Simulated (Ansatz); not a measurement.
## Bismuthene monolayer in a perpendicular field

Aim: how the bismuthene monolayer screens a field along its normal, and what the field does to its bands. A positive field points along +c.

Method: plane-wave DFT, PBE-D3(BJ), Ansatz PAW (set soft_1); PAW set soft_1, in Ansatz 0.2.0.

## 1. The starting structure

The cell holds 2 atoms: 2 Bi. Cell: a = 4.340 Å, b = 4.340 Å, c = 34.440 Å, α = 90.0°, β = 90.0°, γ = 120.0°. Vacuum lies along c.

Structure file:

```cif
data_structure
_symmetry_space_group_name_H-M 'P 1'
_symmetry_Int_Tables_number 1
_cell_length_a 4.3400
_cell_length_b 4.3400
_cell_length_c 34.4400
_cell_angle_alpha 90.000
_cell_angle_beta 90.000
_cell_angle_gamma 120.000
_cell_volume 561.79
loop_
_atom_site_label
_atom_site_type_symbol
_atom_site_fract_x
_atom_site_fract_y
_atom_site_fract_z
_atom_site_occupancy
Bi1 Bi 0.66667 0.33333 0.47474 1
Bi2 Bi 0.33333 0.66667 0.52526 1
```

## 2. Relaxing the slab

The starting cell is a guess, so the in-plane lattice and the atoms are relaxed first, with the slab cut off from its images along the normal.

File input.yaml:

```yaml
crystal:
  lattice:
    - [4.34, 0.0, 0.0]
    - [-2.17, 3.7585502524, 0.0]
    - [0.0, 0.0, 34.4399999989]
  atoms:
    - { symbol: Bi, position: [0.6666666667, 0.3333333333, 0.474738676] }
    - { symbol: Bi, position: [0.3333333333, 0.6666666667, 0.525261324] }
  periodic: [true, true, false]
kpoints:
  mp_grid: { grid: [12, 12, 1] }
hamiltonian:
  xc: pbe
  dispersion: d3bj
  pseudopotentials: { kind: paw, azcp: { folder: soft_1 } }
scf:
  occupations: { method: fermi_dirac, width: 0.05 }
  convergence: { dr2_threshold: 1.0e-09 }
relax:
  f_tol: 0.004
  max_steps: 90
  cell: {}
output:
  write_potential: true
  write_density: true
  volumetric_format: npy
```

Launch:

```
> ansatz run input.yaml --threads 2 --pin off --max-ram 3072MiB --backend cpu --events-out ev --progress --plain --runs-dir out
```

Standard output:

```text
Warning: relax.cell: scf.convergence.dr2_threshold = 1e-9 eV is looser than the 1.45108817173e-10 eV advised for a relaxation that steers and ends on the stress (1e-10 eV for each atom of the cell: 2, times the square of relax.cell.stress_2d_tol = 0.05 N/m over 11.7 Å (the atoms' height at the walk's start and 5 Å past either face), 4.259e-2 GPa, over a crystal's default 0.05). What an SCF threshold leaves in a stress goes as its square root, and in the free energy as the threshold itself, and one threshold admits the most on a small cell: [figures from the program's tests cut] Set scf.convergence.dr2_threshold to 1.45108817173e-10 eV or tighter. [rest of the remark cut]
Engine: ansatz 0.2.0, aarch64-unknown-linux-gnu
Pseudopotentials: kind: paw
Pseudopotential: Bi, paw, valence charge 15, recommended cutoff 420 eV (normal), soft_1/Bi.paw.azcp
Functional definition: PBE
  parameter kappa = 0.804
  parameter beta = 0.066725
  exchange = pbe_x(kappa = kappa, mu = beta*pi^2/3)
  correlation = pbe_c(beta = beta)
Crystal: 2 atoms, lattice volume = 561.789 Å³
Basis set: ecut = 420 eV, 11089 PW (Γ), exchange–correlation on 60×60×480 points (8 copies of the dense FFT grid, shifted against one another)
Bands: 19, of which v1, the nominal top of the filled ones, is band 15 counted from 1 (14 counted from 0)
Symmetry: 12 space group operations
Space group: P-3m1 (ITA 164), of the structure as read, at distance tolerance 8.3e-5 Å
k-points: 19 of 144
Non-local potential: Bi, projectors of the file, l = 0: 2, l = 1: 2, l = 2: 2, l = 3: 1
PAW form: soft (Blöchl's): semilocal exchange-correlation on the pseudo side does not see the compensation charge
PAW one-centre angular grid: Bi, 590 points (default); XC on 64 Gauss nodes
Initial density: superposition of atomic densities (neutral atoms: chi_scale 0, normalization atom)
Initial wavefunctions: pseudopotential atomic-orbital guess
Functional: x = pbe(κ = 0.804, μ = 0.219515), c = pbe(β = 0.066725)
iter 1 solved again at ethr=8.90e-4 eV; its pass at ethr=3.10e-3 eV (dr2=2.67e-1 eV) is discarded
SCF iter   1: F=—  HF=-24798.741704 eV  |F-HF|=—  |Δ(HF+E_count)|=         —  Δρ=5.69e-3  dr2=2.71e-1  ethr=8.90e-4  ⟨swp⟩=1.7  Hψ=3640  notcnv=0
preconditioner: auto → Resta (q_TF=auto, 1.674 Å⁻¹)  ε∞=1.4  [insulator: Δε(μ)=0.649 eV  Ē_g=6.697 eV  σ=0.050 eV  W_gap=1.00  n_scr=24 (ndim 8)  ℏωp=4.4 eV  f_vac=0.804  D(μ)=0.00/eV (n_scr^D=0)  ε∞_Penn≈1.4  vacuum switching on, ρ_ref=3.3e-3 e/Å³]
SCF iter   2: F=—  HF=-24798.693092 eV  |F-HF|=—  |Δ(HF+E_count)|=   4.86e-2  Δρ=2.99e-3  dr2=4.82e-2  ethr=8.90e-4  ⟨swp⟩=3.3  Hψ=622  notcnv=0
SCF iter   3: F=—  HF=-24798.688673 eV  |F-HF|=—  |Δ(HF+E_count)|=   4.42e-3  Δρ=6.38e-4  dr2=2.85e-3  ethr=1.61e-4  ⟨swp⟩=3.8  Hψ=792  notcnv=0
SCF iter   4: F=—  HF=-24798.688421 eV  |F-HF|=—  |Δ(HF+E_count)|=   2.52e-4  Δρ=1.60e-4  dr2=1.01e-4  ethr=9.51e-6  ⟨swp⟩=3.4  Hψ=778  notcnv=0
SCF iter   5: F=—  HF=-24798.688467 eV  |F-HF|=—  |Δ(HF+E_count)|=   4.67e-5  Δρ=2.64e-5  dr2=4.30e-6  ethr=3.38e-7  ⟨swp⟩=3.1  Hψ=732  notcnv=0
SCF iter   6: F=—  HF=-24798.688473 eV  |F-HF|=—  |Δ(HF+E_count)|=   5.88e-6  Δρ=3.13e-6  dr2=5.05e-8  ethr=1.43e-8  ⟨swp⟩=3.3  Hψ=768  notcnv=0
SCF iter   7: F=—  HF=-24798.688552 eV  |F-HF|=—  |Δ(HF+E_count)|=   7.91e-5  Δρ=5.62e-7  dr2=1.59e-9  ethr=1.68e-10  ⟨swp⟩=3.2  Hψ=724  notcnv=0
SCF iter   8: F=-24798.688552 eV  HF=-24798.688552 eV  |F-HF|=1.89e-10  |Δ(HF+E_count)|=   1.29e-9  Δρ=1.28e-7  dr2=8.40e-11  ethr=3.33e-12  ⟨swp⟩=10.9  Hψ=2650  notcnv=0
SCF 1 converged in 8 iterations: F = -24798.688552 eV  dr2 = 8.40e-11
  greatest PAW one-centre occupation: 0.987 electrons in one spin orbital (limit 2), on the Bi atom at site 1 (counted from 0), in its partial waves of l = 2
relax step   1: F+E_penalty+E_count = -24798.68855235 eV  Δ(F+E_penalty+E_count) = +0.000e0 eV  max|allowed force component| = 1.236e-1 eV/Å  Δτ_max = 0.0000 Å  P = -0.553 N/m  Ω = 561.789 Å³  fix = [c, alpha, beta]  reactions: c -0.000 N/m  (8 SCF iters, accepted)
Crystal: 2 atoms, lattice volume = 555.746 Å³
Basis set: ecut = 420 eV, 10861 PW (Γ), exchange–correlation on 60×60×480 points (8 copies of the dense FFT grid, shifted against one another)
Initial density: handed on by an earlier stage of this run
Initial wavefunctions: those handed on with the density
iter 1 solved again at ethr=1.82e-6 eV; its pass at ethr=3.10e-3 eV (dr2=5.46e-4 eV) is discarded
SCF iter   1: F=—  HF=-24798.691990 eV  |F-HF|=—  |Δ(HF+E_count)|=         —  Δρ=2.49e-4  dr2=5.34e-4  ethr=1.82e-6  ⟨swp⟩=3.2  Hψ=2951  notcnv=0
preconditioner: auto → Resta (q_TF=auto, 1.677 Å⁻¹)  ε∞=1.5  [insulator: Δε(μ)=0.582 eV  Ē_g=6.637 eV  σ=0.050 eV  W_gap=0.99  n_scr=18 (ndim 8)  ℏωp=4.5 eV  f_vac=0.814  D(μ)=0.00/eV (n_scr^D=0)  ε∞_Penn≈1.5  vacuum switching on, ρ_ref=3.2e-3 e/Å³]
SCF iter   2: F=—  HF=-24798.691865 eV  |F-HF|=—  |Δ(HF+E_count)|=   1.25e-4  Δρ=1.27e-4  dr2=6.69e-5  ethr=1.78e-6  ⟨swp⟩=3.0  Hψ=652  notcnv=0
SCF iter   3: F=—  HF=-24798.691868 eV  |F-HF|=—  |Δ(HF+E_count)|=   2.85e-6  Δρ=3.74e-5  dr2=8.25e-6  ethr=2.23e-7  ⟨swp⟩=2.9  Hψ=725  notcnv=0
SCF iter   4: F=—  HF=-24798.691871 eV  |F-HF|=—  |Δ(HF+E_count)|=   3.27e-6  Δρ=6.13e-6  dr2=2.07e-7  ethr=2.75e-8  ⟨swp⟩=3.3  Hψ=713  notcnv=0
SCF iter   5: F=—  HF=-24798.691945 eV  |F-HF|=—  |Δ(HF+E_count)|=   7.41e-5  Δρ=1.73e-6  dr2=1.50e-8  ethr=6.88e-10  ⟨swp⟩=3.1  Hψ=720  notcnv=0
SCF iter   6: F=-24798.691945 eV  HF=-24798.691945 eV  |F-HF|=8.51e-10  |Δ(HF+E_count)|=   2.53e-8  Δρ=2.58e-7  dr2=3.03e-10  ethr=3.33e-12  ⟨swp⟩=9.8  Hψ=2943  notcnv=0
SCF 2 converged in 6 iterations: F = -24798.691945 eV  dr2 = 3.03e-10
relax step   2: F+E_penalty+E_count = -24798.69194521 eV  Δ(F+E_penalty+E_count) = -3.393e-3 eV  max|allowed force component| = 1.637e-1 eV/Å  Δτ_max = 0.0142 Å  P = -0.144 N/m  Ω = 555.746 Å³  energy of the carried Pulay correction = +5.850e-5 eV  fix = [c, alpha, beta]  reactions: c -0.000 N/m  (6 SCF iters, accepted)
Crystal: 2 atoms, lattice volume = 550.372 Å³
Basis set: ecut = 420 eV, 10717 PW (Γ), exchange–correlation on 60×60×480 points (8 copies of the dense FFT grid, shifted against one another)
iter 1 solved again at ethr=1.52e-6 eV; its pass at ethr=3.10e-3 eV (dr2=4.55e-4 eV) is discarded
SCF iter   1: F=—  HF=-24798.695757 eV  |F-HF|=—  |Δ(HF+E_count)|=         —  Δρ=2.09e-4  dr2=4.58e-4  ethr=1.52e-6  ⟨swp⟩=3.2  Hψ=2899  notcnv=0
preconditioner: auto → Resta (q_TF=auto, 1.680 Å⁻¹)  ε∞=1.5  [insulator: Δε(μ)=0.583 eV  Ē_g=6.636 eV  σ=0.050 eV  W_gap=0.99  n_scr=18 (ndim 8)  ℏωp=4.5 eV  f_vac=0.813  D(μ)=0.00/eV (n_scr^D=0)  ε∞_Penn≈1.5  vacuum switching on, ρ_ref=3.2e-3 e/Å³]
SCF iter   2: F=—  HF=-24798.695621 eV  |F-HF|=—  |Δ(HF+E_count)|=   1.37e-4  Δρ=1.10e-4  dr2=3.70e-5  ethr=1.52e-6  ⟨swp⟩=3.0  Hψ=672  notcnv=0
SCF iter   3: F=—  HF=-24798.695619 eV  |F-HF|=—  |Δ(HF+E_count)|=   1.57e-6  Δρ=4.37e-5  dr2=6.25e-6  ethr=1.23e-7  ⟨swp⟩=2.8  Hψ=647  notcnv=0
SCF iter   4: F=—  HF=-24798.695636 eV  |F-HF|=—  |Δ(HF+E_count)|=   1.71e-5  Δρ=3.80e-6  dr2=7.71e-8  ethr=2.08e-8  ⟨swp⟩=2.1  Hψ=441  notcnv=0
SCF iter   5: F=—  HF=-24798.695705 eV  |F-HF|=—  |Δ(HF+E_count)|=   6.88e-5  Δρ=9.50e-7  dr2=5.59e-9  ethr=2.57e-10  ⟨swp⟩=3.1  Hψ=759  notcnv=0
SCF iter   6: F=-24798.695705 eV  HF=-24798.695705 eV  |F-HF|=4.11e-10  |Δ(HF+E_count)|=   3.50e-9  Δρ=2.28e-7  dr2=1.66e-10  ethr=3.33e-12  ⟨swp⟩=11.2  Hψ=2716  notcnv=0
SCF 3 converged in 6 iterations: F = -24798.695705 eV  dr2 = 1.66e-10
relax step   3: F+E_penalty+E_count = -24798.69570512 eV  Δ(F+E_penalty+E_count) = -3.760e-3 eV  max|allowed force component| = 3.851e-2 eV/Å  Δτ_max = 0.0124 Å  P = -0.103 N/m  Ω = 550.372 Å³  energy of the carried Pulay correction = +1.111e-4 eV  fix = [c, alpha, beta]  reactions: c -0.000 N/m  (6 SCF iters, accepted)
[...]
relax step   4: F+E_penalty+E_count = -24798.69643758 eV  Δ(F+E_penalty+E_count) = -7.325e-4 eV  max|allowed force component| = 1.962e-3 eV/Å  Δτ_max = 0.0064 Å  P = -0.001 N/m  Ω = 545.628 Å³  energy of the carried Pulay correction = +1.579e-4 eV  fix = [c, alpha, beta]  reactions: c -0.000 N/m  (6 SCF iters, accepted)
Initial wavefunctions: pseudopotential atomic-orbital guess (no wavefunctions were taken with the density)
iter 1 solved again at ethr=5.12e-7 eV; its pass at ethr=3.10e-3 eV (dr2=1.54e-4 eV) is discarded
SCF iter   1: F=—  HF=-24798.696402 eV  |F-HF|=—  |Δ(HF+E_count)|=         —  Δρ=7.80e-6  dr2=6.15e-8  ethr=5.12e-7  ⟨swp⟩=5.2  Hψ=4413  notcnv=0
eigensolver tolerance schedule: the retry pair's looser diagonalisation over-reported the residual by 2495.38 of it (diagonalisation noise at 0.70 of the residual, at the tolerance the schedule requests for it); recorded, not acted on — ethr = c·dr2/N_el stays at c = 1.0e-1
preconditioner: auto → Resta (q_TF=auto, 1.682 Å⁻¹)  ε∞=1.5  [insulator: Δε(μ)=0.578 eV  Ē_g=6.636 eV  σ=0.050 eV  W_gap=0.99  n_scr=18 (ndim 8)  ℏωp=4.5 eV  f_vac=0.812  D(μ)=0.00/eV (n_scr^D=0)  ε∞_Penn≈1.5  vacuum switching on, ρ_ref=3.2e-3 e/Å³]
SCF iter   2: F=—  HF=-24798.696284 eV  |F-HF|=—  |Δ(HF+E_count)|=   1.18e-4  Δρ=3.94e-6  dr2=1.46e-8  ethr=2.05e-10  ⟨swp⟩=4.2  Hψ=1057  notcnv=0
SCF iter   3: F=—  HF=-24798.696285 eV  |F-HF|=—  |Δ(HF+E_count)|=   2.67e-8  Δρ=8.26e-7  dr2=1.74e-9  ethr=4.88e-11  ⟨swp⟩=3.3  Hψ=746  notcnv=0
SCF iter   4: F=-24798.696285 eV  HF=-24798.696285 eV  |F-HF|=3.71e-10  |Δ(HF+E_count)|=  8.55e-10  Δρ=1.58e-7  dr2=5.17e-11  ethr=3.33e-12  ⟨swp⟩=16.8  Hψ=3120  notcnv=0
SCF 5 converged in 4 iterations: F = -24798.696285 eV  dr2 = 5.17e-11
relax step   5: F+E_penalty+E_count = -24798.69628450 eV  Δ(F+E_penalty+E_count) = +1.531e-4 eV  max|allowed force component| = 1.940e-3 eV/Å  Δτ_max = 0.0000 Å  P = -0.001 N/m  Ω = 545.628 Å³  fix = [c, alpha, beta]  reactions: c -0.000 N/m  stress off target by 1.34e-3 N/m on what of the cell is left free  SCF on the basis re-selected at this cell (its energy is not comparable with the rows above)  (4 SCF iters)
basis re-selected at this cell: Δ(F+E_penalty+E_count) = +1.531e-4 eV, ΔP = -0.000 N/m vs the last step (what re-selecting the basis moved, of the pressure what is left beyond the Pulay correction that the steps carried, after the strain that the cell walked since its last selection, with what the two solves' SCF thresholds leave and, on support functions, any second-order correction that the steps lacked; it is no m [...]
WARN: The input density's exchange-correlation potential varies sharply where the density is thin. Do not read a vacuum level from v_tot or v_xc, or from such a field of the output density. On a cell that repeats whose density bears no net charge and no dipole along the vacuum's axis use v_es (v_loc + v_h of the components); under efield.dipole_correction with no amplitude use v_es + v_field, which holds any external [...]
SCF converged after 4 iterations
Free energy (F): -24798.696285 eV
Harris-Foulkes:  -24798.696285 eV  (|F-HF|=3.71e-10)
Internal energy: -24798.696237 eV  (E = F + TS)
E sigma→0 (E₀):  -24798.696261 eV
Entropy (-TS):   -0.000047 eV (-0.024 meV/atom)
Fermi energy:    -3.705408 eV
--- Per-component energies (eV) ---
  E_band       = -623.912066
  E_kinetic    = 507.854405
  E_local      = -41053.384535  (includes V_loc(G=0)·N_el)
  E_nonlocal   = 815.779017
  E_hartree    = 19978.005050
  E_xc         = -301.518667
  E_vxc        = -259.922871  (∫ρ·V_xc dr)
  E_paw        = -21327.302583  (= ΣΔE_a)
  E_vpaw       = -590.247971  (= ΣTr[D̂ρ^β])
  E_aug_tail   = 0.000416  (compensation charges beyond the density's cutoff)
  E_ewald      = 16582.321506
  E_disp       = -0.450846  (pairwise vdW)
  E_smearing   = -0.000047  (= −TS)
  E_closure    = -0.000000  (closes the sum)
  Σ components = -24798.696285   (vs F -24798.696285, Δ=0.00e0)
--- Forces (eV/Å), atoms counted from 1 ---
  atom   1  Bi    -0.00000000     0.00000000     0.00194043
  atom   2  Bi     0.00000000    -0.00000000    -0.00194043
  max |Σ_I F_I| component: 3.47e-18 eV/Å
--- 2D stress c σ (N/m, compression-positive) ---
       -0.001339      -0.000000      -0.000000
       -0.000000      -0.001339      -0.000000
       -0.000000      -0.000000      -0.000000
  P = ½ c Tr σ = -0.0013 N/m
--- Band table (eV; the first three rows and the last of 19) ---
  k-point 0: bands = [... 11 lower, -12.6120, -5.0379, -4.0129, -4.0129, -3.4351, -1.4724, -1.4724, -0.3892]
  k-point 1: bands = [... 11 lower, -12.6299, -5.0135, -4.8419, -4.1730, -2.7501, -1.7773, -1.3409, -0.2931]
  k-point 2: bands = [... 11 lower, -12.6995, -5.8137, -4.9764, -4.5324, -2.8142, -1.5756, -1.0921, -0.0631]
  k-point 18: bands = [... 11 lower, -14.3032, -7.3679, -6.1768, -6.1768, -2.8498, -1.0953, -1.0953, 1.9367]
  the weakly bound empty levels are not read free of the cell's end (no_gap_told)
--- Relaxed structure (4 steps of the walk, 4 accepted, 1 SCFs on fresh bases) ---
  F+E_penalty+E_count = -24798.69628450 eV   max|allowed force component| = 1.940e-3 eV/Å   (the final SCF, on the basis selected at the relaxed cell)
  cell:  # Å, volume = 545.6279 Å³
    - [4.277120, 0.0, 0]
    - [-2.138560, 3.704094, 0]
    - [0, 0, 34.4399999989]
  atoms:
    - { symbol: Bi, position: [0.666667, 0.333333, 0.474606] }
    - { symbol: Bi, position: [0.333333, 0.666667, 0.525394] }
```

Elapsed: 31 s, on 2 threads of Arm Neoverse V1, shared host; peak memory 0.68 GiB.

Relaxation path:

| step | energy less that of the first step (eV) | largest force component (eV/Å) | volume (Å³) |
| --- | --- | --- | --- |
| 1 | 0.0000 | 0.1236 | 561.79 |
| 2 | -0.0034 | 0.1637 | 555.75 |
| 3 | -0.0072 | 0.0385 | 550.37 |
| 4 | -0.0079 | 0.0020 | 545.63 |
| 5* | -0.0077 | 0.0019 | 545.63 |

Relaxation steps marked * repeat the geometry before them on a plane-wave basis chosen anew for their cell, so energy and pressure can jump there.

Forces are held to the 12 operations that the program found; a distortion that breaks them can't arise in this run.

| cell as run | before | after | change |
| --- | --- | --- | --- |
| a (Å) | 4.340 | 4.277 | -1.4 % |
| b (Å) | 4.340 | 4.277 | -1.4 % |

The relaxed structure:

```cif
data_structure
_symmetry_space_group_name_H-M 'P 1'
_symmetry_Int_Tables_number 1
_cell_length_a 4.2771
_cell_length_b 4.2771
_cell_length_c 34.4400
_cell_angle_alpha 90.000
_cell_angle_beta 90.000
_cell_angle_gamma 120.000
_cell_volume 545.63
loop_
_atom_site_label
_atom_site_type_symbol
_atom_site_fract_x
_atom_site_fract_y
_atom_site_fract_z
_atom_site_occupancy
Bi1 Bi 0.66667 0.33333 0.47461 1
Bi2 Bi 0.33333 0.66667 0.52539 1
```

The lattice constant a goes from 4.340 to 4.277 Å.

(Continued in part 2 of 2.)

[Long decimals in the printed logs are rounded to 6 places.]

[Logs are printed without paths, hosts, clocks, repeated set-up lines and the standing remarks that a program may print on its own settings, such as how far it seeks lower states.]

[Hosts, paths, dates, database ids (printed as entryN), source tags and the programs' standing remarks are cut or masked in the printed files.]

[Maps of the electrostatic potential energy from Ansatz leave out the sawtooth potential of an applied field or a dipole correction, so their vacuum need not be flat; planar profiles and work functions include it.]
